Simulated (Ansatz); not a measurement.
# linear Sr chain: one chain at several levels of theory

How many channels does the linear Sr chain carry, and how sure is the answer?

Method: DFT PBE, plane waves, PAW; relaxation of a chain's period, in the first sound run; inputs show where later runs differ, in Ansatz 0.2.0.

### Step 1. Set-up

The cell holds 1 atom: 1 Sr. Cell: a = 12.000 Å, b = 12.000 Å, c = 3.627 Å, α = 90.0°, β = 90.0°, γ = 90.0°. Vacuum lies along a and b. The structure's axis is c.

### Step 2. The relaxed wire, level PBE, cutoff 420 eV

Band widths follow the bond lengths, so the chain is relaxed first. The atoms and the third cell vector are free; the box across stays fixed as vacuum. Moments are seeded so that a magnetic state can form if it lies lower. A Fermi-Dirac smearing is set since the result may be a metal. The pressure printed is a third of the stress's trace over the whole box, vacuum included; only the stress along the axis is relaxed.

Contents of input.yaml:

```yaml
crystal:
  lattice:
    - [12.0, 0.0, 0.0]
    - [0.0, 12.0, 0.0]
    - [0.0, 0.0, 3.627]
  atoms:
    - { symbol: Sr, position: [0.5, 0.5, 0.0], spin: 0.5 }
magnetization:
  spin_polarized: true
kpoints:
  mp_grid: { grid: [1, 1, 23] }
scf:
  occupations: { method: fermi_dirac, width: 0.05 }
hamiltonian:
  xc: pbe
relax:
  cell: { fix: [a, b, alpha, beta, gamma] }
  max_steps: 60
```

Launch:

```console
ansatz run input.yaml --threads 8 --pin off --max-ram 16384MiB --backend cpu --events-out ev --progress --plain --runs-dir out
```

Numbers of over 12 decimals in the logs are rounded to 6 here.

Log:

```text
Engine: ansatz 0.2.0, aarch64-unknown-linux-gnu
Pseudopotentials: kind: paw
Pseudopotential: Sr, paw, valence charge 10, recommended cutoff 420 eV (normal), Sr.paw.azcp
Functional definition: PBE
  parameter kappa = 0.804
  parameter beta = 0.066725
  exchange = pbe_x(kappa = kappa, mu = beta*pi^2/3)
  correlation = pbe_c(beta = beta)
Crystal: 1 atoms, lattice volume = 522.288 Å³
Basis set: ecut = 420 eV, 10141 PW (Γ), exchange–correlation on 162×162×50 points (8 copies of the dense FFT grid, shifted against one another)
Bands: 10, of which v1, the nominal top of the filled ones, is band 5 counted from 1 (4 counted from 0)
Symmetry: 16 space group operations
Space group: P4/mmm (ITA 123), of the structure as read, at distance tolerance 8.1e-5 Å
Magnetic group: BNS 123.339 (UNI 999), of the structure as read, at distance tolerance 8.1e-5 Å
k-points: 12 of 23
Non-local potential: Sr, projectors of the file, l = 0: 3, l = 1: 2, l = 2: 2
PAW form: soft (Blöchl's): semilocal exchange-correlation on the pseudo side does not see the compensation charge
PAW one-centre angular grid: Sr, 110 points (default); XC on 64 Gauss nodes
Initial density: superposition of atomic densities (neutral atoms: chi_scale 0, normalization atom)
Starting moments: Σ|m| = 0.5 μB on 1 of 1 site
Initial wavefunctions: pseudopotential atomic-orbital guess
Functional: x = pbe(κ = 0.804, μ = 0.219515), c = pbe(β = 0.066725)
SCF iter   1: F=—  HF=-3542.665354 eV  |F-HF|=—  |Δ(HF+E_count)|=         —  Δρ=4.15e-3 (↑3.98e-3 ↓4.15e-3)  dr2=5.03e-1  dr2_m=4.93e-2  M=0.364 μB ∫|m|=0.364 μB  β_m=0.30  ethr=3.10e-3  ⟨swp⟩=9.4  Hψ=2500  notcnv=0
preconditioner: auto → LDOS  [metal: Δε(μ)=0.063 eV  Ē_g=2.223 eV  σ=0.050 eV  W_gap=0.30  n_scr=20 (ndim 8)  ℏωp=2.3 eV  f_vac=0.688  D(μ)=3.95/eV (n_scr^D=12)]
spin=Collinear: LDOS preconditioning applied to the charge; magnetization (m = ρ↑ − ρ↓) channel mixes plain (no charge-response kernel on spin).
SCF iter   2: F=—  HF=-3542.641327 eV  |F-HF|=—  |Δ(HF+E_count)|=   2.40e-2  Δρ=3.07e-3 (↑3.04e-3 ↓3.07e-3)  dr2=3.53e-1  dr2_m=2.49e-2  M=0.397 μB ∫|m|=0.397 μB  β_m=0.30  ethr=3.10e-3  ⟨swp⟩=1.2  Hψ=438  notcnv=0
SCF iter   3: F=—  HF=-3542.570916 eV  |F-HF|=—  |Δ(HF+E_count)|=   7.04e-2  Δρ=2.00e-3 (↑1.83e-3 ↓2.00e-3)  dr2=2.33e-2  dr2_m=1.37e-2  M=0.359 μB ∫|m|=0.360 μB  β_m=0.30  ethr=3.10e-3  ⟨swp⟩=2.7  Hψ=411  notcnv=0
SCF iter   4: F=—  HF=-3542.582417 eV  |F-HF|=—  |Δ(HF+E_count)|=   1.15e-2  Δρ=1.33e-3 (↑1.28e-3 ↓1.33e-3)  dr2=1.28e-2  dr2_m=6.87e-3  M=0.382 μB ∫|m|=0.384 μB  β_m=0.30  ethr=2.33e-4  ⟨swp⟩=2.1  Hψ=380  notcnv=0
SCF iter   5: F=—  HF=-3542.588075 eV  |F-HF|=—  |Δ(HF+E_count)|=   5.66e-3  Δρ=1.00e-3 (↑1.00e-3 ↓8.40e-4)  dr2=1.35e-3  dr2_m=3.65e-3  M=0.390 μB ∫|m|=0.392 μB  β_m=0.30  ethr=1.28e-4  ⟨swp⟩=4.0  Hψ=534  notcnv=0
SCF iter   6: F=—  HF=-3542.591446 eV  |F-HF|=—  |Δ(HF+E_count)|=   3.37e-3  Δρ=6.64e-4 (↑6.64e-4 ↓6.13e-4)  dr2=5.68e-4  dr2_m=1.87e-3  M=0.402 μB ∫|m|=0.405 μB  β_m=1.00  ethr=1.35e-5  ⟨swp⟩=2.5  Hψ=470  notcnv=0
SCF iter   7: F=—  HF=-3542.595574 eV  |F-HF|=—  |Δ(HF+E_count)|=   4.13e-3  Δρ=1.44e-4 (↑1.44e-4 ↓1.42e-4)  dr2=6.44e-5  dr2_m=8.02e-5  M=0.441 μB ∫|m|=0.445 μB  β_m=1.00  ethr=5.68e-6  ⟨swp⟩=2.4  Hψ=468  notcnv=0
SCF iter   8: F=—  HF=-3542.596389 eV  |F-HF|=—  |Δ(HF+E_count)|=   8.15e-4  Δρ=7.85e-5 (↑7.47e-5 ↓7.85e-5)  dr2=1.92e-5  dr2_m=2.13e-5  M=0.462 μB ∫|m|=0.466 μB  β_m=1.00  ethr=6.44e-7  ⟨swp⟩=2.8  Hψ=427  notcnv=0
SCF iter   9: F=—  HF=-3542.596589 eV  |F-HF|=—  |Δ(HF+E_count)|=   2.00e-4  Δρ=4.00e-5 (↑3.70e-5 ↓4.00e-5)  dr2=5.64e-6  dr2_m=4.99e-6  M=0.472 μB ∫|m|=0.476 μB  β_m=1.00  ethr=1.92e-7  ⟨swp⟩=2.4  Hψ=405  notcnv=0
SCF iter  10: F=—  HF=-3542.596661 eV  |F-HF|=—  |Δ(HF+E_count)|=   7.18e-5  Δρ=2.54e-5 (↑2.54e-5 ↓1.51e-5)  dr2=5.83e-6  dr2_m=1.45e-6  M=0.476 μB ∫|m|=0.481 μB  β_m=0.30  ethr=5.64e-8  ⟨swp⟩=2.3  Hψ=409  notcnv=0
Mixer restart at iter 10: flushing history
spin-set hold released at iteration 10 (site moments contracting): the magnetisation degrees of freedom join the quasi-Newton model from the next iteration; the mixer history was flushed
SCF iter  11: F=—  HF=-3542.596665 eV  |F-HF|=—  |Δ(HF+E_count)|=   4.23e-6  Δρ=2.13e-5 (↑2.13e-5 ↓1.27e-5)  dr2=4.38e-6  dr2_m=1.02e-6  M=0.477 μB ∫|m|=0.482 μB  β_m=0.65  ethr=5.64e-8  ⟨swp⟩=1.0  Hψ=240  notcnv=0
SCF iter  12: F=—  HF=-3542.596674 eV  |F-HF|=—  |Δ(HF+E_count)|=   8.90e-6  Δρ=8.00e-6 (↑8.00e-6 ↓4.83e-6)  dr2=1.07e-6  dr2_m=1.26e-7  M=0.479 μB ∫|m|=0.484 μB  β_m=0.82  ethr=4.38e-8  ⟨swp⟩=2.7  Hψ=404  notcnv=0
SCF iter  13: F=—  HF=-3542.596675 eV  |F-HF|=—  |Δ(HF+E_count)|=   1.18e-6  Δρ=1.68e-6 (↑1.68e-6 ↓1.17e-6)  dr2=1.42e-7  dr2_m=2.76e-9  M=0.480 μB ∫|m|=0.485 μB  β_m=0.91  ethr=1.07e-8  ⟨swp⟩=2.6  Hψ=356  notcnv=0
SCF iter  14: F=—  HF=-3542.596675 eV  |F-HF|=—  |Δ(HF+E_count)|=   6.93e-9  Δρ=7.54e-7 (↑6.45e-7 ↓7.54e-7)  dr2=5.28e-9  dr2_m=1.94e-9  M=0.480 μB ∫|m|=0.485 μB  β_m=0.96  ethr=1.00e-9  ⟨swp⟩=4.7  Hψ=712  notcnv=0
SCF iter  15: F=—  HF=-3542.596675 eV  |F-HF|=—  |Δ(HF+E_count)|=   2.38e-8  Δρ=1.63e-7 (↑1.63e-7 ↓1.02e-7)  dr2=2.25e-10  dr2_m=5.78e-11  M=0.480 μB ∫|m|=0.485 μB  β_m=0.98  ethr=5.28e-11  ⟨swp⟩=3.9  Hψ=628  notcnv=0
SCF iter  16: F=-3542.596675 eV  HF=-3542.596675 eV  |F-HF|=1.32e-11  |Δ(HF+E_count)|=  7.61e-10  Δρ=3.98e-8 (↑2.99e-8 ↓3.98e-8)  dr2=2.11e-11  dr2_m=1.97e-12  M=0.480 μB ∫|m|=0.485 μB  ethr=2.25e-12  ⟨swp⟩=2.8  Hψ=479  notcnv=0
SCF 1 converged in 16 iterations: F = -3542.596675 eV  dr2 = 2.11e-11
  greatest PAW one-centre occupation: 0.989 electrons in one spin orbital (limit 2), on the Sr atom at site 0 (counted from 0), in its partial waves of l = 0
relax step   1: F+E_penalty+E_count = -3542.59667512 eV  Δ(F+E_penalty+E_count) = +0.000e0 eV  max|allowed force component| = 0.000e0 eV/Å  Δτ_max = 0.0000 Å  P = +0.216 GPa  Ω = 522.288 Å³  fix = [a, b, alpha, beta, gamma]  reactions: a -0.005, b -0.005 GPa  (16 SCF iters, dr2 threshold 1.00e-7 eV, accepted)
Crystal: 1 atoms, lattice volume = 532.317 Å³
Basis set: ecut = 420 eV, 10389 PW (Γ), exchange–correlation on 162×162×50 points (8 copies of the dense FFT grid, shifted against one another)
Initial density: handed on by an earlier stage of this run
Starting moments: Σ|m| = 0.5 μB on 1 of 1 site; this step starts from the density that it was given
Initial wavefunctions: those handed on with the density
iter 1 solved again at ethr=1.99e-5 eV; its pass at ethr=3.10e-3 eV (dr2=1.99e-3 eV) is discarded
[...]
relax step   5: F+E_penalty+E_count = -3542.83258583 eV  Δ(F+E_penalty+E_count) = -4.476e-2 eV  max|allowed force component| = 0.000e0 eV/Å  Δτ_max = 0.0000 Å  P = +0.065 GPa  Ω = 609.982 Å³  energy of the carried Pulay correction = -7.914e-5 eV  fix = [a, b, alpha, beta, gamma]  reactions: a -0.006, b -0.006 GPa  (10 SCF iters, dr2 threshold 1.00e-7 eV, accepted)
[...]
relax step   6: F+E_penalty+E_count = -3542.85288744 eV  Δ(F+E_penalty+E_count) = -2.030e-2 eV  max|allowed force component| = 0.000e0 eV/Å  Δτ_max = 0.0000 Å  P = +0.014 GPa  Ω = 635.443 Å³  energy of the carried Pulay correction = -1.008e-4 eV  fix = [a, b, alpha, beta, gamma]  reactions: a -0.006, b -0.006 GPa  (9 SCF iters, dr2 threshold 1.00e-7 eV, accepted)
[...]
relax step   7: F+E_penalty+E_count = -3542.85450442 eV  Δ(F+E_penalty+E_count) = -1.617e-3 eV  max|allowed force component| = 0.000e0 eV/Å  Δτ_max = 0.0000 Å  P = +0.003 GPa  Ω = 642.236 Å³  energy of the carried Pulay correction = -1.065e-4 eV  fix = [a, b, alpha, beta, gamma]  reactions: a -0.006, b -0.006 GPa  (9 SCF iters, dr2 threshold 7.64e-9 eV, accepted)
[...]
relax step   8: F+E_penalty+E_count = -3542.85482180 eV  Δ(F+E_penalty+E_count) = -3.174e-4 eV  max|allowed force component| = 0.000e0 eV/Å  Δτ_max = 0.0000 Å  P = -0.004 GPa  Ω = 646.662 Å³  energy of the carried Pulay correction = -1.102e-4 eV  fix = [a, b, alpha, beta, gamma]  reactions: a -0.007, b -0.007 GPa  (9 SCF iters, accepted)
Basis set: ecut = 420 eV, 12639 PW (Γ), exchange–correlation on 162×162×64 points (8 copies of the dense FFT grid, shifted against one another)
Initial wavefunctions: pseudopotential atomic-orbital guess (no wavefunctions were taken with the density)
iter 1 solved again at ethr=1.88e-5 eV; its pass at ethr=3.10e-3 eV (dr2=1.88e-3 eV) is discarded
SCF iter   1: F=—  HF=-3542.855724 eV  |F-HF|=—  |Δ(HF+E_count)|=         —  Δρ=2.19e-5 (↑2.19e-5 ↓2.19e-5)  dr2=1.70e-6  dr2_m=1.01e-13  M=-0.000 μB ∫|m|=0.000 μB  β_m=0.30  ethr=1.88e-5  ⟨swp⟩=3.0  Hψ=3252  notcnv=0
eigensolver tolerance schedule: the retry pair's looser diagonalisation over-reported the residual by 1104.44 of it (diagonalisation noise at an unbounded share of the residual, at the tolerance the schedule requests for it); recorded, not acted on — ethr = c·dr2/N_el stays at c = 1.0e-1
preconditioner: auto → Resta (q_TF=auto, 1.362 Å⁻¹)  ε∞=2.0  [insulator: Δε(μ)=0.439 eV  Ē_g=2.092 eV  σ=0.050 eV  W_gap=0.98  n_scr=20 (ndim 8)  ℏωp=2.1 eV  f_vac=0.703  D(μ)=0.10/eV (n_scr^D=0)  ε∞_Penn≈2.0  vacuum switching on, ρ_ref=3.2e-4 e/Å³]
spin=Collinear: Resta preconditioning applied to the charge; magnetization (m = ρ↑ − ρ↓) channel mixes plain (no charge-response kernel on spin).
SCF iter   2: F=—  HF=-3542.855727 eV  |F-HF|=—  |Δ(HF+E_count)|=   3.46e-6  Δρ=1.62e-5 (↑1.62e-5 ↓1.62e-5)  dr2=1.00e-6  dr2_m=8.51e-14  M=-0.000 μB ∫|m|=0.000 μB  β_m=0.65  ethr=1.70e-8  ⟨swp⟩=2.8  Hψ=460  notcnv=0
SCF iter   3: F=—  HF=-3542.855788 eV  |F-HF|=—  |Δ(HF+E_count)|=   6.09e-5  Δρ=3.39e-6 (↑3.39e-6 ↓3.39e-6)  dr2=1.37e-7  dr2_m=5.48e-14  M=-0.000 μB ∫|m|=0.000 μB  β_m=0.54  ethr=1.00e-8  ⟨swp⟩=2.0  Hψ=360  notcnv=0
SCF iter   4: F=—  HF=-3542.855788 eV  |F-HF|=—  |Δ(HF+E_count)|=   4.89e-8  Δρ=1.63e-6 (↑1.63e-6 ↓1.63e-6)  dr2=2.94e-8  dr2_m=3.64e-14  M=-0.000 μB ∫|m|=0.000 μB  β_m=0.77  ethr=1.37e-9  ⟨swp⟩=1.0  Hψ=240  notcnv=0
SCF iter   5: F=—  HF=-3542.855788 eV  |F-HF|=—  |Δ(HF+E_count)|=   8.32e-9  Δρ=2.67e-7 (↑2.67e-7 ↓2.67e-7)  dr2=6.52e-10  dr2_m=2.19e-14  M=-0.000 μB ∫|m|=0.000 μB  β_m=0.89  ethr=2.94e-10  ⟨swp⟩=2.5  Hψ=388  notcnv=0
SCF iter   6: F=—  HF=-3542.855788 eV  |F-HF|=—  |Δ(HF+E_count)|=   1.29e-8  Δρ=1.00e-7 (↑1.00e-7 ↓1.00e-7)  dr2=1.32e-10  dr2_m=1.40e-14  M=-0.000 μB ∫|m|=0.000 μB  β_m=0.90  ethr=6.52e-12  ⟨swp⟩=4.0  Hψ=491  notcnv=0
SCF iter   7: F=—  HF=-3542.855788 eV  |F-HF|=—  |Δ(HF+E_count)|=  2.30e-10  Δρ=4.52e-8 (↑4.51e-8 ↓4.52e-8)  dr2=2.20e-11  dr2_m=6.97e-15  M=-0.000 μB ∫|m|=0.000 μB  β_m=0.95  ethr=1.32e-12  ⟨swp⟩=2.0  Hψ=270  notcnv=0
SCF iter   8: F=-3542.855788 eV  HF=-3542.855788 eV  |F-HF|=2.27e-12  |Δ(HF+E_count)|=  7.28e-12  Δρ=9.01e-9 (↑9.01e-9 ↓8.98e-9)  dr2=7.90e-13  dr2_m=3.35e-15  M=-0.000 μB ∫|m|=0.000 μB  ethr=1.00e-12  ⟨swp⟩=6.2  Hψ=856  notcnv=0
the starting moments were not kept: the SCF closed with an absolute magnetisation of 8.1e-7 μB, where they sum to 0.5 μB in size (1 site). That is at most 0.1 of that sum. Measured as dr2_m measures the in/out step, that magnetisation stands 2.3e-14 eV from none, at or under the dr2_threshold of 1.0e-11 eV: it is no larger than a step whose dr2_m would equal this threshold.
SCF 9 converged in 8 iterations: F = -3542.855788 eV  dr2 = 7.90e-13
relax step   9: F+E_penalty+E_count = -3542.85578780 eV  Δ(F+E_penalty+E_count) = -9.660e-4 eV  max|allowed force component| = 0.000e0 eV/Å  Δτ_max = 0.0000 Å  P = -0.002 GPa  Ω = 646.662 Å³  fix = [a, b, alpha, beta, gamma]  reactions: a -0.006, b -0.006 GPa  stress off target by 7.74e-3 GPa on what of the cell is left free  SCF on the basis re-selected at this cell (its energy is not comparable with the rows above)  (8 SCF iters)
basis re-selected at this cell: Δ(F+E_penalty+E_count) = -9.660e-4 eV, ΔP = +0.002 GPa vs the last step (what re-selecting the basis moved, of the pressure what is left beyond the Pulay correction that the steps carried, after the strain that the cell walked since its last selection, with what the two solves' SCF thresholds leave and, on support functions, any second-order correction that the steps lacked; it is no measure of the basis error at this ecutwfc). The dense FFT grid was sized anew with the basis: this SCF ran on 81×81×32 points, the steps before it on 81×81×25, so part of this shift can come from that change (see relax.cell in the input reference). [rest of the remark cut]
SCF converged after 8 iterations
Magnetization: -0.0000 μB (5.0000 up, 5.0000 down)
Absolute magnetization: 0.0000 μB (∫|ρ↑−ρ↓|, with the PAW one-centre terms)
Spin contamination: 0.0000 ħ² per cell (⟨S²⟩ above its minimum at these occupations)
Per-site moments (μB) at R_I (Å): [(1.6506069669492007e-8, 1.852417)]
Free energy (F): -3542.855788 eV
Harris-Foulkes:  -3542.855788 eV  (|F-HF|=2.27e-12)
Internal energy: -3542.854340 eV  (E = F + TS)
E sigma→0 (E₀):  -3542.855064 eV
Entropy (-TS):   -0.001448 eV (-1.448 meV/atom)
Fermi energy:    -1.437611 eV
--- Per-component energies (eV) ---
  E_band       = -215.866770
  E_kinetic    = 237.002117
  E_local      = -1496.484441  (includes V_loc(G=0)·N_el)
  E_nonlocal   = 204.450778
  E_hartree    = 517.933745
  E_xc         = -168.646768
  E_vxc        = -155.761051  (∫ρ·V_xc dr)
  E_paw        = -2694.877775  (= ΣΔE_a)
  E_vpaw       = -40.941663  (= ΣTr[D̂ρ^β])
  E_aug_tail   = -0.000001  (compensation charges beyond the density's cutoff)
  E_ewald      = -142.231994
  E_smearing   = -0.001448  (= −TS)
  E_closure    = -0.000000  (closes the sum)
  Σ components = -3542.855788   (vs F -3542.855788, Δ=0.00e0)
--- Forces (eV/Å), atoms counted from 1 ---
  atom   1  Sr    -0.00000000     0.00000000     0.00000000
  max |Σ_I F_I| component: 2.71e-31 eV/Å
--- Stress (GPa, compression-positive) ---
       -0.006143       0.000000       0.000000
        0.000000      -0.006143       0.000000
        0.000000       0.000000       0.007736
  P = ⅓ Tr σ = -0.0015 GPa (-0.015 kbar)
--- Relaxed structure (8 steps of the walk, 8 accepted, 1 SCFs on fresh bases) ---
  F+E_penalty+E_count = -3542.85578780 eV   max|allowed force component| = 0.000e0 eV/Å   (the final SCF, on the basis selected at the relaxed cell)
  cell:  # Å, volume = 646.6620 Å³
    - [12.0, 0.0, 0.0]
    - [0.0, 12.0, 0.0]
    - [0.0, 0.0, 4.490709]
  atoms:
    - { symbol: Sr, position: [0.5, 0.5, 0.0] }
```

Run time: 17 s. Hardware: 8 threads of Arm Neoverse V1, shared host; peak memory 0.91 GiB.

The steps of the relaxation:

```csv
step,energy less that of the first step (eV),largest force component (eV/Å),pressure (GPa),volume (Å³)
1,0.0000,0.0000,0.22,522.29
2,-0.0400,0.0000,0.20,532.32
3,-0.1266,0.0000,0.16,558.41
4,-0.1911,0.0000,0.11,584.52
5,-0.2359,0.0000,0.06,609.98
6,-0.2562,0.0000,0.01,635.44
7,-0.2578,0.0000,0.00,642.24
8,-0.2581,0.0000,0.00,646.66
9*,-0.2591,0.0000,0.00,646.66
```

Relaxation steps marked * repeat the geometry before them on a plane-wave basis chosen anew for their cell, so energy and pressure can jump there.

```csv
cell as run,before,after,change
c (Å),3.627,4.491,+23.8 %
```

The relaxed structure:

```
Sr
1.0
    12.00000    0.00000    0.00000
     0.00000   12.00000    0.00000
     0.00000    0.00000    4.49071
Sr
1
Direct
  0.50000 0.50000 0.00000
```

This step gave:

```yaml
energy_at_zero_smearing: -3542.8551 eV
cell_length_along_the_wire: 4.491 Å
```

The cell's length comes to 4.491 Å with no moment. That is +24 % against the start, more than a small adjustment.

The cell grew by 23.8 % in its periodic edges.

(Continued in part 2 of 3.)

[Logs are printed without paths, hosts, clocks, repeated set-up lines and the standing remarks that a program may print on its own settings, such as how far it seeks lower states.]

[Hosts, paths, dates, database ids (printed as entryN), source tags and the programs' standing remarks are cut or masked in the printed files.]
